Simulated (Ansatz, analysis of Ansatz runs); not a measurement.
# Al3GaN4 (Pm), V_Al hop (3.1 Å): attempt frequency at charge −3

Aim: the prefactor of a hop in Al3GaN4 (Pm) (V_Al hop (3.1 Å), charge −3) from the modes of the moving atom at the start and at the top of a path found beforehand. Model: a cell of 96 host atoms with 1 Al taken out.

Method: plane-wave PAW DFT, PBEsol; finite-difference force constants of the moving atom alone, in Ansatz 0.2.0.

### Step 1. Starting point

The cell holds 95 atoms: 35 Al, 12 Ga and 48 N. Its edges and angles: a = 10.087 Å, b = 9.390 Å, c = 10.836 Å, α = 90.0°, β = 90.0°, γ = 90.0°. It derives from Al3GaN4 (space group Pm). Nearest the centre at fractional (0.625, 0.583, 0.625): N78 at 1.23 Å, Al73 at 1.52 Å, N95 at 2.15 Å, N93 at 2.63 Å, Ga91 at 2.64 Å, Al75 at 2.65 Å, Al66 at 2.65 Å, N92 at 2.67 Å. The cell carries charge −3.

The cell's shortest repeat is 9.4 Å.

### Step 2. Vibrations of the moving atom at the start point

Harmonic transition-state theory takes the prefactor from the modes at the minimum and at the top. Only the moving atom is displaced, by 0.02 Å, which takes six displaced runs and a reference; the host's atoms are held.

qm3.start.modes/input.yaml

```yaml
crystal:
  lattice:
    - [10.08692303, 0.0, 0.00025291]
    - [0.0, 9.39015873, 0.0]
    - [-0.00644803, 0.0, 10.83602103]
  atoms:
    - { symbol: Al, position: [0.249543, 0.16654633, 0.08274357] }
    - { symbol: Al, position: [-0.00043016, 0.16660779, 0.41802037] }
    - { symbol: Al, position: [-0.00040797, 3.741e-05, 0.1656089] }
    - { symbol: Ga, position: [0.25030203, -2.001e-05, 0.33372167] }
    - { symbol: "N", position: [0.05565899, 0.00115832, 0.33204579] }
    - { symbol: "N", position: [0.0606147, 0.16657251, 0.08278677] }
    - { symbol: "N", position: [0.31270598, 0.16660458, 0.42045854] }
    - { symbol: "N", position: [0.31041641, 0.00083374, 0.16293369] }
    - { symbol: Al, position: [0.25178322, 0.16654097, 0.58475984] }
    - { symbol: Al, position: [8.762e-05, 0.16661755, 0.91611005] }
    - { symbol: Al, position: [0.00043428, 0.00019414, 0.66505151] }
    - { symbol: Ga, position: [0.25113502, -0.00137552, 0.83231083] }
    - { symbol: "N", position: [0.05663298, 1.61e-05, 0.83311776] }
    - { symbol: "N", position: [0.06252617, 0.16657201, 0.58307312] }
    - { symbol: "N", position: [0.31231499, 0.16662155, 0.91999726] }
    - { symbol: "N", position: [0.31180108, 0.00031831, 0.66345566] }
    - { symbol: Al, position: [0.25071832, 0.49985387, 0.08338099] }
    - { symbol: Al, position: [0.00043044, 0.49933941, 0.41691089] }
    - { symbol: Al, position: [-0.00039311, 0.33312723, 0.16559928] }
    - { symbol: Ga, position: [0.25029909, 0.33316084, 0.3336967] }
    - { symbol: "N", position: [0.05567269, 0.33202366, 0.33204588] }
    - { symbol: "N", position: [0.06155118, 0.49944865, 0.08434028] }
    - { symbol: "N", position: [0.3127556, 0.4992631, 0.41878509] }
    - { symbol: "N", position: [0.31042962, 0.33225898, 0.16291993] }
    - { symbol: Al, position: [0.25214186, 0.50122303, 0.58436055] }
    - { symbol: Al, position: [0.00017882, 0.5006648, 0.91706116] }
    - { symbol: Al, position: [0.00047356, 0.33297204, 0.66503542] }
    - { symbol: Ga, position: [0.25115338, 0.33449966, 0.83230568] }
    - { symbol: "N", position: [0.05666314, 0.33320523, 0.83310989] }
    - { symbol: "N", position: [0.06031518, 0.49459137, 0.58024066] }
    - { symbol: "N", position: [0.31338905, 0.49874509, 0.92159687] }
    - { symbol: "N", position: [0.31179678, 0.33276423, 0.6634672] }
    - { symbol: Al, position: [0.25069222, 0.83324678, 0.08339329] }
    - { symbol: Al, position: [0.00044368, 0.83385963, 0.41691923] }
    - { symbol: Al, position: [6.665e-05, 0.66658414, 0.16564723] }
    - { symbol: Ga, position: [0.25128748, 0.66656431, 0.33393835] }
    - { symbol: "N", position: [0.056644, 0.66659655, 0.33235152] }
    - { symbol: "N", position: [0.06152703, 0.8337119, 0.08434594] }
    - { symbol: "N", position: [0.3127535, 0.83393026, 0.41881863] }
    - { symbol: "N", position: [0.31173142, 0.66655288, 0.16275586] }
    - { symbol: Al, position: [0.25210643, 0.83186829, 0.5843843] }
    - { symbol: Al, position: [0.00016936, 0.83256996, 0.91706416] }
    - { symbol: Al, position: [0.013116, 0.66658141, 0.66542736] }
    - { symbol: Ga, position: [0.25514027, 0.666552, 0.83134608] }
    - { symbol: "N", position: [0.05583553, 0.66661869, 0.8375323] }
    - { symbol: "N", position: [0.06027967, 0.83857132, 0.58025554] }
    - { symbol: "N", position: [0.31334635, 0.83449858, 0.92160712] }
    - { symbol: "N", position: [0.27951087, 0.66654227, 0.66309323] }
    - { symbol: Al, position: [0.74942889, 0.16655025, 0.08332641] }
    - { symbol: Al, position: [0.50185327, 0.16660896, 0.42037756] }
    - { symbol: Al, position: [0.49992271, 0.0012997, 0.16583029] }
    - { symbol: Ga, position: [0.74695629, -0.0011485, 0.33438721] }
    - { symbol: "N", position: [0.55392125, 0.00225025, 0.33071575] }
    - { symbol: "N", position: [0.56069283, 0.16657373, 0.08198016] }
    - { symbol: "N", position: [0.81162061, 0.1665969, 0.42069331] }
    - { symbol: "N", position: [0.81119945, 0.00011644, 0.16324155] }
    - { symbol: Al, position: [0.74684543, 0.16653626, 0.58517584] }
    - { symbol: Al, position: [0.50060235, 0.16662156, 0.91558634] }
    - { symbol: Al, position: [0.50279917, -0.00529075, 0.664108] }
    - { symbol: Ga, position: [0.74924553, -0.00086754, 0.83221092] }
    - { symbol: "N", position: [0.55562358, 0.0003728, 0.83394555] }
    - { symbol: "N", position: [0.55920447, 0.16655142, 0.58652717] }
    - { symbol: "N", position: [0.81273101, 0.16660644, 0.92036291] }
    - { symbol: "N", position: [0.81372917, 0.00115229, 0.66396084] }
    - { symbol: Al, position: [0.74856018, 0.4998323, 0.08190947] }
    - { symbol: Al, position: [0.50267309, 0.50015072, 0.42107157] }
    - { symbol: Al, position: [0.49993289, 0.33186271, 0.16583035] }
    - { symbol: Ga, position: [0.74695301, 0.33428205, 0.33437758] }
    - { symbol: "N", position: [0.55393936, 0.33092222, 0.33070368] }
    - { symbol: "N", position: [0.5605288, 0.49675197, 0.08651341] }
    - { symbol: "N", position: [0.81453558, 0.50049216, 0.41783615] }
    - { symbol: "N", position: [0.81122361, 0.33299557, 0.16323713] }
    - { symbol: Al, position: [0.74755826, 0.50171047, 0.58404376] }
    - { symbol: Al, position: [0.50260783, 0.50258053, 0.91632965] }
    - { symbol: Al, position: [0.50279614, 0.33843536, 0.66410855] }
    - { symbol: Ga, position: [0.74927474, 0.33400988, 0.83220308] }
    - { symbol: "N", position: [0.55563272, 0.33288585, 0.83392314] }
    - { symbol: "N", position: [0.56963166, 0.48207226, 0.57365083] }
    - { symbol: "N", position: [0.81417658, 0.49838, 0.92016988] }
    - { symbol: "N", position: [0.81376438, 0.3319362, 0.66394525] }
    - { symbol: Al, position: [0.74854159, 0.83325708, 0.08190602] }
    - { symbol: Al, position: [0.50266078, 0.83305863, 0.42105829] }
    - { symbol: Al, position: [0.50164993, 0.66658472, 0.16478507] }
    - { symbol: Ga, position: [0.74847191, 0.66656031, 0.33307493] }
    - { symbol: "N", position: [0.55512536, 0.66658945, 0.33152757] }
    - { symbol: "N", position: [0.56051381, 0.83640006, 0.08649356] }
    - { symbol: "N", position: [0.81454784, 0.83272549, 0.41781752] }
    - { symbol: "N", position: [0.81133526, 0.66655778, 0.16176241] }
    - { symbol: Al, position: [0.74756456, 0.83134141, 0.58403063] }
    - { symbol: Al, position: [0.50258845, 0.83065076, 0.91632531] }
    - { symbol: Ga, position: [0.74519113, 0.6665726, 0.82903659] }
    - { symbol: "N", position: [0.56254979, 0.6666121, 0.85257033] }
    - { symbol: "N", position: [0.56961951, 0.85106356, 0.57363329] }
    - { symbol: "N", position: [0.81415855, 0.83483977, 0.92016992] }
    - { symbol: "N", position: [0.81954621, 0.66653078, 0.66246275] }
  symmetry: { detect: false }
total_charge: -3
basis:
  ecutwfc: 420
  xc_grid: 2
hamiltonian:
  xc: pbesol
kpoints:
  mp_grid: { grid: [1, 1, 1], shift: [0.25, 0.25, 0.25] }
scf:
  occupations: { method: fixed }
  max_iter: 100
phonons:
  supercell: [1, 1, 1]
  displaced_sites: [72]
  amplitude: 0.02
```

Run with:

```console
> ansatz run input.yaml --threads 32 --pin off --max-ram 84787MiB --backend cuda --events-out ev --progress --plain --runs-dir out --max-vram 78GiB
```

Numbers of over 12 decimals in the logs are rounded to 6 here.

The program printed:

```text
[... repeated set-up lines and file paths are left out, and long positions are rounded to six places ...]
Engine: ansatz 0.2.0, aarch64-unknown-linux-gnu
Pseudopotentials: kind: paw
Pseudopotential: Al, paw, valence charge 3, recommended cutoff 420 eV (normal), Al.paw.azcp
Pseudopotential: Ga, paw, valence charge 13, recommended cutoff 420 eV (normal), Ga.paw.azcp
Pseudopotential: N, paw, valence charge 5, recommended cutoff 420 eV (normal), N.paw.azcp
Functional definition: PBEsol
  exchange = pbesol_x
  correlation = pbesol_c
[...]
Crystal: 95 atoms, lattice volume = 1026.364 Å³
Basis set: ecut = 420 eV, 20007 PW (Γ), exchange–correlation on 144×128×150 points (8 copies of the dense FFT grid, shifted against one another)
Bands: 347, of which v1, the nominal top of the filled ones, is band 252 counted from 1 (251 counted from 0)
Symmetry: 1 space group operations
k-points: 1
Non-local potential: Al, projectors of the file, l = 0: 2, l = 1: 2, l = 2: 1
Non-local potential: Ga, projectors of the file, l = 0: 2, l = 1: 2, l = 2: 3, l = 3: 1
Non-local potential: N, projectors of the file, l = 0: 2, l = 1: 2, l = 2: 1
PAW form: soft (Blöchl's): semilocal exchange-correlation on the pseudo side does not see the compensation charge
PAW frozen core: Al, regenerated for the run's functional, and the local potential with it (the file was generated under x = pbe(κ = 0.804, μ = 0.219515), c = pbe(β = 0.066725))
PAW frozen core: Ga, regenerated for the run's functional, and the local potential with it (the file was generated under x = pbe(κ = 0.804, μ = 0.219515), c = pbe(β = 0.066725))
PAW frozen core: N, regenerated for the run's functional, and the local potential with it (the file was generated under x = pbe(κ = 0.804, μ = 0.219515), c = pbe(β = 0.066725))
PAW one-centre angular grid: Al, 110 points (default); XC on 64 Gauss nodes
PAW one-centre angular grid: Ga, 590 points (default); XC on 64 Gauss nodes
PAW one-centre angular grid: N, 110 points (default); XC on 64 Gauss nodes
Initial density: superposition of atomic densities (neutral atoms scaled as one to the charged cell's electrons: chi_scale 0, normalization atom), corrected by the library's trained network
Initial wavefunctions: pseudopotential atomic-orbital guess
[...]
Functional: x = pbesol(κ = 0.804, μ = 0.123457), c = pbesol(β = 0.046)
SCF iter   1: F=—  HF=-81530.796832 eV  |F-HF|=—  |Δ(HF+E_count)|=         —  Δρ=2.33e-2  dr2=5.06e0  ethr=1.77e-3  ⟨swp⟩=4.0  Hψ=1248  notcnv=0  defer=91
preconditioner: auto → Resta (q_TF=auto, 2.423 Å⁻¹)  ε∞=4.3  [insulator: Δε(μ)=3.499 eV  Ē_g=14.301 eV  n_scr=252 (ndim 8)  ℏωp=26.0 eV  f_vac=0.001  ε∞_Penn≈4.3]
SCF iter   2: F=—  HF=-81529.198888 eV  |F-HF|=—  |Δ(HF+E_count)|=    1.60e0  Δρ=5.16e-3  dr2=3.80e-1  ethr=1.00e-3  ⟨swp⟩=2.0  Hψ=613  notcnv=0  defer=91
[...]
SCF iter  13: F=-81529.001769 eV  HF=-81529.001769 eV  |F-HF|=2.91e-11  |Δ(HF+E_count)|=   1.14e-9  Δρ=1.04e-7  dr2=1.20e-10  ethr=1.00e-12  ⟨swp⟩=18.0  Hψ=2497  notcnv=0
SCF 1 converged in 13 iterations: F = -81529.001769 eV  dr2 = 1.20e-10
  greatest PAW one-centre occupation: 0.996 electrons in one spin orbital (limit 2), on the Ga atom at site 43 (counted from 0), in its partial waves of l = 2
[...]
iter 1 solved again at ethr=2.93e-7 eV; its pass at ethr=3.10e-3 eV (dr2=1.48e-3 eV) is discarded
SCF iter   1: F=—  HF=-81528.998579 eV  |F-HF|=—  |Δ(HF+E_count)|=         —  Δρ=4.49e-4  dr2=1.70e-3  ethr=2.93e-7  ⟨swp⟩=2.0  Hψ=928  notcnv=0  defer=88
SCF iter   2: F=—  HF=-81528.998246 eV  |F-HF|=—  |Δ(HF+E_count)|=   3.34e-4  Δρ=1.62e-4  dr2=2.34e-4  ethr=2.93e-7  ⟨swp⟩=3.0  Hψ=411  notcnv=0  defer=88
[...]
SCF iter  10: F=-81528.996955 eV  HF=-81528.996955 eV  |F-HF|=5.82e-11  |Δ(HF+E_count)|=  1.16e-10  Δρ=5.86e-8  dr2=3.69e-11  ethr=1.00e-12  ⟨swp⟩=4.0  Hψ=1000  notcnv=0
SCF 2 converged in 10 iterations: F = -81528.996955 eV  dr2 = 3.69e-11
[...]
iter 1 solved again at ethr=1.11e-9 eV; its pass at ethr=3.10e-3 eV (dr2=5.61e-6 eV) is discarded
[...]
SCF 3 converged in 6 iterations: F = -81528.996589 eV  dr2 = 8.93e-11
[...]
SCF 4 converged in 9 iterations: F = -81528.997996 eV  dr2 = 6.04e-11
[...]
SCF 5 converged in 6 iterations: F = -81528.998158 eV  dr2 = 6.25e-11
[...]
SCF 6 converged in 9 iterations: F = -81528.997969 eV  dr2 = 4.82e-11
[...]
SCF 7 converged in 6 iterations: F = -81528.998153 eV  dr2 = 6.54e-11
SCF converged after 13 iterations
[...]
[... 1 atom left out ...]
  atom  89  Al     0.00210790     0.00258019    -0.00656966
  [... 1 atom left out ...]
  atom  91  Ga     0.00639495    -0.00266451     0.01942379
  atom  92  N     -0.00253732    -0.00137160    -0.01553566
  atom  93  N     -0.00116677    -0.01230648     0.00475195
  [... 1 atom left out ...]
  atom  95  N      0.00386922     0.00124564    -0.00894896
  max |Σ_I F_I| component: 1.37e-4 eV/Å
--- Band table (eV) ---
  k-point 0: bands = ["-7.8115", "-7.4639", "-7.4206", "-7.3572", [... 54 left out ...] "-5.5054", "-5.4974", "-5.4895", "-5.482"]
--- Phonons: 6 displaced members + reference (amplitude 0.02 Å, Σ member SCF iterations 46) ---
  symmetry images taken by strict's conditions (phonons.symmetry_images: auto; settled by no image being taken that strict refuses)
  force constants formed among 1 of 95 sites (Al 72); the other 94 at rest. The modes move the named sites alone.
  the frequencies, the zero-point energy and the sums are of the block with the acoustic sum rule laid on its rows. Row sums over every site: 4.7e-4 eV/Å² at the most
  transpose residual: 4.8e-3 eV/Å²
  largest component of a force at the reference: 7.3e-3 eV/Å on a named site, 1.9e-2 eV/Å on a site at rest
  frequencies among the named sites at Γ of the cell (cm⁻¹): 420.34 430.59 512.64
  unstable modes among the named sites: 0
  frequencies as built, with no sum rule (cm⁻¹): 420.34 430.58 512.65
  zero-point energy: 0.084530 eV/cell   skipped modes (ω ≤ 0): 0
  not written: the harmonic force-constant file, the file of eigenvectors (these modes' are written with the force constants), the density of states and the dispersion, which are of every site
```

It took 3.8 s on 1 × NVIDIA GB200 with 32 threads of Arm Neoverse V2, shared host; peak memory 1.7 GiB; 15 s of CPU time.

Reading the cycles: dr2 is the Hartree energy of the density residual (eV), the measure of convergence; HF is the Harris–Foulkes estimate of the energy, which meets the free energy F at convergence.

Numbers from this step:

| Item | Value |
| --- | --- |
| free energy | -81529.0018 eV |
| frequencies of moving atom | 420.3, 430.6, 512.6 cm⁻¹ (negative: imaginary) |

The three modes are 420, 431 and 513 cm⁻¹: all real, a minimum for this atom with the others held.

(Continued in part 2 of 2.)

[Logs are printed without paths, hosts, clocks, repeated set-up lines and the standing remarks that a program may print on its own settings, such as how far it seeks lower states.]

[Hosts, paths, dates, database ids (printed as entryN), source tags and the programs' standing remarks are cut or masked in the printed files.]
